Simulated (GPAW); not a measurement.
# Dielectric function and optical constants of TiO2 (Anatase), part 2 of 2

Wanted: where TiO2 (Anatase) starts to absorb, how strongly, and its refractive index.

GPAW 26.7.0; DFT, PBE, plane-wave PAW (GPAW data sets), scalar-relativistic, RPA, optical limit.

So far. Step 2 (Ground state): There is a gap, 2.17 eV on this mesh (points off the mesh can give less), so no carriers' term is needed.

### Step 4. Dielectric function, RPA

Local fields let the induced charge screen the field inside the cell, which as a rule lowers ε, most along directions where the density is uneven.

This step: DFT, PBE, plane-wave PAW (GPAW data sets), scalar-relativistic, RPA, optical limit (GPAW 26.7.0).

df.py

```python
from gpaw.response.df import DielectricFunction

df = DielectricFunction('full.gpw', frequencies={'type': 'nonlinear', 'domega0': 0.03, 'omega2': 8},
                        ecut=50,
                        eta=0.15,
                        nbands=56,
                        txt='df.txt')
for direction in ['x', 'z']:
    df.get_dielectric_function(xc='RPA', direction=direction, filename=f'df_{direction}.csv')
```

Launch:

```sh
OMP_NUM_THREADS=1 python df.py
```

Numbers of over 12 decimals in the logs are rounded to 6 here.

The program printed:

```text
Using integrator: PointIntegrator
NonLinearFrequencyDescriptor(from 0.000 to 87.150 eV, 528 points)
Nonperiodic BCs:  [False False False]
Using integrator: PointIntegrator
NonLinearFrequencyDescriptor(from 0.000 to 87.150 eV, 528 points)
Nonperiodic BCs:  [False False False]

Calculating chi0 body with:
    Ground state adapter containing:
    Number of spins: 1
    Number of kpoints: 1331
    Number of irreducible kpoints: 126
    Number of completely occupied states: 24
    Number of partially occupied states: 24

    Linear response parametrization:
    q_c: [0.0, 0.0, 0.0]
    Number of frequency points: 528
    Planewave cutoff: 50.0
    Number of bands: 56
    Number of planewaves: 53
    Broadening (eta): 0.15

Integrating chi0 body.

Symmetries of q_c:
    Direct symmetries (Uq -> q): 8
    Indirect symmetries (TUq -> q): 8
In total 16 allowed symmetries.

126 groups of equivalent kpoints. 90.533434% reduction.

Integral kind: spectral function

Calculating chi0 optical extensions with:
    Ground state adapter containing:
    Number of spins: 1
    Number of kpoints: 1331
    Number of irreducible kpoints: 126
    Number of completely occupied states: 24
    Number of partially occupied states: 24

    Linear response parametrization:
    Number of frequency points: 528
    Planewave cutoff: 50.0
    Number of bands: 56
    Number of planewaves: 53
    Broadening (eta): 0.15
Integrating chi0 head and wings.

Symmetries of q_c:
    Direct symmetries (Uq -> q): 8
    Indirect symmetries (TUq -> q): 8
In total 16 allowed symmetries.

126 groups of equivalent kpoints. 90.533434% reduction.

Integral kind: spectral function wings
```

It took 96 s on 1 thread of Arm Neoverse V2, shared host; peak memory 0.33 GiB.

Read-outs, printed or worked out from the files:

| Property | Result |
| --- | --- |
| electronic dielectric constant ε∞, mean over x, y and z (by symmetry where fewer were run) | 5.919 |
| main peak of Im epsilon, first axis | 4.910 eV |

Some rows of df_x.csv (energy; Re and Im without local fields; Re and Im with them):

```text
0.000000, 6.209503, 0.000000, 6.071984, 0.000000
0.429336, 6.251107, 0.029642, 6.112004, 0.028503
0.878195, 6.391106, 0.066142, 6.246523, 0.063488
1.347938, 6.674531, 0.121011, 6.518159, 0.115750
1.840057, 7.218273, 0.232860, 7.036772, 0.221297
2.356191, 8.421982, 0.769612, 8.175204, 0.723126
2.898142, 8.577219, 2.743512, 8.338491, 2.552715
3.467895, 9.423324, 4.932689, 9.260528, 4.483386
4.067647, 5.913248, 7.807562, 6.314002, 7.548747
4.699832, 4.270741, 6.919765, 4.490408, 6.943946
5.367152, 0.841786, 6.057187, 0.975735, 6.448964
6.072622, 1.931542, 3.951746, 1.714845, 4.124089
6.819608, 2.249693, 5.685972, 2.050481, 5.683202
7.611886, -0.620476, 4.767227, -0.831392, 4.688297
8.453705, -0.528279, 3.026715, -0.796513, 3.159833
9.349861, -0.356332, 2.396834, -0.553677, 2.328754
10.305790, -0.011724, 1.432535, -0.216135, 1.338810
11.327680, 0.381536, 1.144749, 0.223124, 1.016096
12.422601, 0.552744, 1.105034, 0.435550, 0.953634
13.598673, 0.828731, 1.018620, 0.764035, 0.839367
```

Values under the direct gap are tails of Lorentzian lines. Im ε against photon energy; read off at these points:

| photon energy (eV) | E ∥ x | E ∥ z |
| --- | --- | --- |
| 0.00 | 0 | 0 |
| 0.50 | 0.0335 | 0.0260 |
| 1.00 | 0.0749 | 0.0571 |
| 1.50 | 0.140 | 0.102 |
| 2.00 | 0.288 | 0.182 |
| 2.50 | 1.19 | 0.382 |
| 3.00 | 2.48 | 1.44 |
| 3.50 | 4.71 | 6.53 |
| 4.00 | 7.47 | 5.69 |
| 4.20 | 7.77 | 6.99 |
| 4.24 | 7.75 | 7.10 |
| 4.50 | 6.77 | 5.43 |
| 4.89 | 7.80 | 3.75 |
| 5.00 | 7.69 | 3.28 |
| 5.50 | 5.67 | 2.98 |
| 6.00 | 4.18 | 3.74 |
| 6.50 | 4.60 | 3.04 |
| 7.00 | 5.58 | 4.08 |
| 7.32 | 5.98 | 5.65 |
| 7.50 | 5.24 | 6.48 |
| 8.00 | 3.73 | 7.63 |
| 8.21 | 3.36 | 8.07 |
| 8.50 | 3.11 | 6.39 |
| 9.00 | 2.39 | 6.00 |
| 9.50 | 2.15 | 3.65 |
| 10.00 | 1.54 | 1.85 |
| 10.50 | 1.26 | 1.22 |
| 11.00 | 1.12 | 0.746 |
| 11.50 | 0.988 | 0.616 |
| 12.00 | 1.08 | 0.691 |
| 12.50 | 0.927 | 0.558 |
| 13.00 | 0.816 | 0.571 |
| 13.50 | 0.841 | 0.842 |

The Re ε by photon energy:

| photon energy (eV) | E ∥ x | E ∥ z |
| --- | --- | --- |
| 0.0 | 6.07 | 5.61 |
| 0.5 | 6.13 | 5.65 |
| 1.0 | 6.30 | 5.79 |
| 1.5 | 6.65 | 6.05 |
| 2.0 | 7.30 | 6.50 |
| 2.5 | 8.49 | 7.35 |
| 3.0 | 8.48 | 9.39 |
| 3.5 | 9.31 | 7.27 |
| 4.0 | 6.65 | 5.78 |
| 4.5 | 4.16 | 2.17 |
| 5.0 | 2.68 | 2.45 |
| 5.5 | 0.596 | 3.80 |
| 6.0 | 1.60 | 2.95 |
| 6.5 | 2.19 | 4.18 |
| 7.0 | 1.17 | 4.82 |
| 7.5 | -0.786 | 4.32 |
| 8.0 | -0.907 | 2.25 |
| 8.5 | -0.843 | -1.02 |
| 9.0 | -0.487 | -1.12 |
| 9.5 | -0.714 | -3.09 |
| 10.0 | -0.467 | -2.24 |
| 10.5 | -0.133 | -1.43 |
| 11.0 | 0.120 | -0.727 |
| 11.5 | 0.333 | -0.329 |
| 12.0 | 0.457 | 0.157 |
| 12.5 | 0.470 | 0.356 |
| 13.0 | 0.609 | 0.650 |
| 13.5 | 0.750 | 0.846 |

The reflectivity at normal incidence by photon energy; read off at these points:

| photon energy (eV) | E ∥ x (%) | E ∥ z (%) |
| --- | --- | --- |
| 0.00 | 17.9 | 16.5 |
| 0.50 | 18.0 | 16.6 |
| 1.00 | 18.5 | 17.0 |
| 1.50 | 19.5 | 17.8 |
| 2.00 | 21.1 | 19.1 |
| 2.50 | 24.2 | 21.3 |
| 3.00 | 25.1 | 26.2 |
| 3.34 | 27.7 | 30.9 |
| 3.50 | 29.1 | 29.7 |
| 4.00 | 31.2 | 26.7 |
| 4.20 | 31.5 | 29.6 |
| 4.50 | 29.0 | 26.2 |
| 5.00 | 32.5 | 16.9 |
| 5.50 | 30.8 | 16.8 |
| 6.00 | 22.2 | 18.9 |
| 6.50 | 23.0 | 17.6 |
| 7.00 | 28.7 | 21.6 |
| 7.50 | 35.4 | 28.2 |
| 8.00 | 33.3 | 32.9 |
| 8.50 | 31.9 | 38.7 |
| 9.00 | 27.0 | 38.5 |
| 9.50 | 29.9 | 51.7 |
| 10.00 | 26.6 | 54.4 |
| 10.50 | 20.2 | 50.4 |
| 11.00 | 14.8 | 44.0 |
| 11.50 | 10.4 | 32.8 |
| 12.00 | 9.22 | 13.0 |
| 12.50 | 7.99 | 7.62 |
| 13.00 | 5.61 | 3.44 |
| 13.50 | 4.66 | 4.13 |

Values under the direct gap are tails of Lorentzian lines. Table of Im ε, E ∥ x by photon energy; read off at these points:

| photon energy (eV) | without local fields | with local fields |
| --- | --- | --- |
| 0.000 | 0 | 0 |
| 0.250 | 0.0170 | 0.0163 |
| 0.500 | 0.0349 | 0.0335 |
| 0.750 | 0.0547 | 0.0526 |
| 1.000 | 0.0781 | 0.0749 |
| 1.250 | 0.107 | 0.103 |
| 1.500 | 0.146 | 0.140 |
| 1.750 | 0.204 | 0.194 |
| 2.000 | 0.304 | 0.288 |
| 2.250 | 0.538 | 0.507 |
| 2.500 | 1.27 | 1.19 |
| 2.750 | 2.49 | 2.31 |
| 3.000 | 2.69 | 2.48 |
| 3.250 | 3.92 | 3.58 |
| 3.500 | 5.18 | 4.71 |
| 3.750 | 7.48 | 6.93 |
| 4.000 | 7.78 | 7.47 |
| 4.156 | 7.90 | 7.73 |
| 4.250 | 7.79 | 7.74 |
| 4.500 | 6.68 | 6.77 |
| 4.750 | 7.21 | 7.23 |
| 4.887 | 7.71 | 7.80 |
| 5.000 | 7.51 | 7.69 |
| 5.250 | 6.59 | 6.92 |
| 5.500 | 5.24 | 5.67 |
| 5.750 | 4.13 | 4.46 |
| 6.000 | 3.98 | 4.18 |
| 6.250 | 4.03 | 4.18 |
| 6.500 | 4.48 | 4.60 |
| 6.750 | 5.34 | 5.35 |
| 7.000 | 5.54 | 5.58 |
| 7.250 | 5.88 | 5.90 |
| 7.323 | 5.97 | 5.98 |
| 7.500 | 5.24 | 5.24 |
| 7.750 | 4.44 | 4.32 |
| 8.000 | 3.67 | 3.73 |
| 8.250 | 3.15 | 3.33 |
| 8.500 | 3.00 | 3.11 |
| 8.750 | 2.51 | 2.51 |
| 9.000 | 2.44 | 2.39 |
| 9.250 | 2.43 | 2.36 |
| 9.500 | 2.21 | 2.15 |
| 9.750 | 1.82 | 1.75 |
| 10.000 | 1.60 | 1.54 |
| 10.250 | 1.43 | 1.35 |
| 10.500 | 1.36 | 1.26 |
| 10.750 | 1.29 | 1.18 |
| 11.000 | 1.25 | 1.12 |
| 11.250 | 1.18 | 1.05 |
| 11.500 | 1.12 | 0.988 |
| 11.750 | 1.18 | 1.03 |
| 12.000 | 1.24 | 1.08 |
| 12.250 | 1.19 | 1.04 |
| 12.500 | 1.08 | 0.927 |
| 12.750 | 1.07 | 0.906 |
| 13.000 | 0.981 | 0.816 |
| 13.250 | 0.990 | 0.815 |
| 13.500 | 1.02 | 0.841 |
| 13.750 | 1.01 | 0.831 |

Values under the direct gap are tails of Lorentzian lines. Table of loss function −Im 1/ε at q → 0 by energy loss; read off at these points:

| energy loss (eV) | E ∥ x | E ∥ z |
| --- | --- | --- |
| 0.00 | 0 | 0 |
| 0.50 | 8.9e-4 | 8.1e-4 |
| 1.00 | 0.00189 | 0.00170 |
| 1.50 | 0.00316 | 0.00279 |
| 2.00 | 0.00540 | 0.00430 |
| 2.50 | 0.0162 | 0.00705 |
| 3.00 | 0.0318 | 0.0159 |
| 3.50 | 0.0432 | 0.0685 |
| 4.00 | 0.0747 | 0.0865 |
| 4.50 | 0.107 | 0.159 |
| 5.00 | 0.116 | 0.196 |
| 5.50 | 0.175 | 0.128 |
| 6.00 | 0.209 | 0.165 |
| 6.50 | 0.177 | 0.114 |
| 7.00 | 0.172 | 0.102 |
| 7.50 | 0.187 | 0.107 |
| 8.00 | 0.253 | 0.120 |
| 8.50 | 0.300 | 0.153 |
| 9.00 | 0.401 | 0.161 |
| 9.50 | 0.419 | 0.160 |
| 10.00 | 0.596 | 0.219 |
| 10.50 | 0.786 | 0.345 |
| 11.00 | 0.885 | 0.690 |
| 11.33 | 0.939 | 0.950 |
| 11.50 | 0.909 | 1.27 |
| 11.71 | 0.828 | 1.74 |
| 12.00 | 0.786 | 1.38 |
| 12.42 | 0.867 | 1.39 |
| 12.50 | 0.858 | 1.27 |
| 13.00 | 0.787 | 0.762 |
| 13.50 | 0.663 | 0.591 |

From ε follow the optical constants at some laser and lamp lines:

| wavelength (nm) | n x | k x | R (%) x | 1/α x | n z | k z | R (%) z | 1/α z |
| --- | --- | --- | --- | --- | --- | --- | --- | --- |
| 1064 | 2.53 | 0.018 | 18.8 | 4.6 µm | 2.42 | 0.014 | 17.2 | 5.9 µm |
| 532 | 2.85 | 0.116 | 23.1 | 365 nm | 2.64 | 0.054 | 20.4 | 779 nm |
| 450 | 2.98 | 0.393 | 25.4 | 91 nm | 2.85 | 0.117 | 23.2 | 306 nm |
| 405 | 2.98 | 0.429 | 25.7 | 75 nm | 3.15 | 0.296 | 27.2 | 109 nm |
| 365 | 3.09 | 0.664 | 28.0 | 44 nm | 3.12 | 1.027 | 30.8 | 28 nm |
| 308 | 2.87 | 1.307 | 31.2 | 19 nm | 2.64 | 1.098 | 27.0 | 22 nm |
| 193 | 1.91 | 1.200 | 22.9 | 13 nm | 2.10 | 0.678 | 16.6 | 23 nm |

Below the direct gap, k and the depth come from the tails of the Lorentzian lines, not from transitions.

Rows near the edge hang on the gap, which this functional as a rule makes too small, and phonon-assisted absorption is left out.

At 1064 nm the birefringence n(z) − n(x) is -0.108: the crystal is uniaxial negative at this level.

### Step 5. What came out

| Quantity | Value |
| --- | --- |
| electronic dielectric constant ε∞, mean over x, y and z (by symmetry where fewer were run) (RPA) | 5.92 |
| main peak of Im epsilon, first axis | 4.91 eV |

At this level (PBE, RPA) TiO2 has a mean ε∞ = 5.92 and n = 2.49 at 1550 nm (E ∥ x), and Im ε peaks at 4.9 eV (E ∥ x). On the mesh the gap is 2.13 eV and the least direct gap 2.46 eV, so on this mesh the band edges lie at different points. Local fields change the static value along x from 6.21 to 6.07 (-2 %). Distinct maxima of Im ε, read by a parabola through the highest points, lie at 4.21 eV (7.8), 4.91 eV (7.8), 6.89 eV (5.8) and 7.32 eV (6.0) for E ∥ x. The static values by axis are 6.07 (x), 5.61 (z). At 1064 nm the birefringence n(z) − n(x) is -0.108: the crystal is uniaxial negative at this level. Excitons and phonon-assisted transitions are missing; PBE gaps are as a rule too small, which pulls the onset down and ε∞ up. The sum runs over mesh points, so small or evenly spaced maxima can still be ripples of the mesh. In this version of GPAW the matrix elements of the optical limit are incomplete, which can lower ε − 1 by up to a tenth where first-row anions or d states rule, and shift it by more in d metals.

[Machine, clock and banner lines and Python warnings are left out of the logs.]

[Logs are printed without paths, hosts, clocks, repeated set-up lines and the standing remarks that a program may print on its own settings, such as how far it seeks lower states.]

[Hosts, paths, dates, database ids (printed as entryN), source tags and the programs' standing remarks are cut or masked in the printed files.]
